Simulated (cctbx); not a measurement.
**Interatomic vectors of MnFeCo5S12**

Space group Cm (no. 8), a = 6.2430 Å, b = 10.7570 Å, c = 12.4140 Å, α = 90.00°, β = 97.92°, γ = 90.00°, content Co10 Fe2 Mn2 S24.

Simulated single-crystal data (cctbx): Cu Kα, λ = 1.54184 Å, to d = 0.8 Å, 80 % of the full sphere, strongest reflection 20000 counts, noise from counting, a 3 % proportional error and a noise floor of 4 counts (s.d.); no absorption.

Patterson synthesis from sharpened amplitudes, origin scaled to 1000:

```text
Patterson group C 1 2/m 1
      u       v       w   height  length (A)
  0.000   0.000   0.000   1000.0     0.00
  0.000   0.333   0.000    778.4     3.58
  0.000   0.165   0.500    281.4     6.46
  0.000   0.500   0.500    261.7     8.21
  0.142   0.166   0.901    247.0     2.41
  0.194   0.500   0.101    241.5     5.62
  0.142   0.500   0.902    240.9     5.61
  0.192   0.167   0.098    233.5     2.39
  0.141   0.000   0.402    211.4     4.95
  0.139   0.333   0.403    210.1     6.12
  0.192   0.000   0.596    197.1     5.32
  0.191   0.334   0.595    194.9     6.42
  0.173   0.333   0.500    151.0     7.37
  0.171   0.000   0.500    142.4     6.44
```

Q: Assign the vectors.

A peak at u stands for all pairs with xi − xj = u, with weight Σ ZiZj against Σ Z² = 16036 at the origin. Peak heights follow these weights only roughly, since form factors, motion and series ripples differ, all vectors within 0.55 Å of a peak are counted as merged into it though the farther ones add only part of their weight, and F(000) is left out, which lowers the whole map:

| u | v | w | shortest length (Å) | height | 1000 ΣZiZj/ΣZ² | pairs in the cell |
| --- | --- | --- | --- | --- | --- | --- |
| 0.000 | 0.333 | 0.000 | 3.58 | 778 | 915 | 24 × S–S, 8 × Co–Co, 4 × Co–Mn |
| 0.000 | 0.165 | 0.500 | 6.46 | 281 | 532 | 8 × Co–Co, 4 × Co–Mn |
| 0.000 | 0.500 | 0.500 | 6.55 | 262 | 532 | 8 × Co–Co, 4 × Co–Mn |
| 0.142 | 0.166 | 0.901 | 2.41 | 247 | 315 | 8 × Co–S, 4 × Mn–S |
| 0.194 | 0.500 | 0.101 | 2.43 | 242 | 323 | 12 × Co–S |
| 0.142 | 0.500 | 0.902 | 2.39 | 241 | 315 | 8 × Co–S, 4 × Mn–S |
| 0.192 | 0.167 | 0.098 | 2.40 | 234 | 323 | 12 × Co–S |
| 0.141 | 0.000 | 0.402 | 4.95 | 211 | 323 | 12 × Co–S |
| 0.139 | 0.333 | 0.403 | 6.04 | 210 | 323 | 12 × Co–S |
| 0.192 | 0.000 | 0.596 | 5.31 | 197 | 315 | 8 × Co–S, 4 × Mn–S |

The table stops at ten peaks or at a height of 45, below which ripples compete. In the model behind the data Co, the heaviest element, has 3 independent sites: (0.5112, 0, 0.4956), (0.5107, 0.6727, 0.4894) and (0.4852, 0.1614, 0.9992), up to an allowed shift of origin; the Co–Co vectors are differences of these positions and their symmetry mates. Elements of similar Z can't be told apart from the map alone. The whole model:

```csv
atom,mult.,x,y,z,Ueq (Å²)
Co1,2,0.5112,0,0.4956,0.0071
Co2,4,0.5107,0.6727,0.4894,0.0197
Co3,4,0.4852,0.1614,0.9992,0.0166
Fe1,2,0.9156,0,0.7490,0.0159
Mn1,2,0.9856,0,0.0177,0.0070
S1,2,0.1945,0,0.5985,0.0148
S2,2,0.3627,0,0.1004,0.0099
S3,4,0.3265,0.6746,0.0961,0.0095
S4,2,0.6342,0,0.8974,0.0084
S5,4,0.6126,0.6596,0.9010,0.0134
S6,4,0.3289,0.8316,0.4037,0.0113
S7,2,0.8103,0,0.4054,0.0165
S8,4,0.7104,0.8307,0.5952,0.0137
```

The model is made up (kin elements in a known structure type, no relaxation), so it says nothing on whether the phase exists.

[Logs are printed without paths, hosts, clocks, repeated set-up lines and the standing remarks that a program may print on its own settings, such as how far it seeks lower states.]
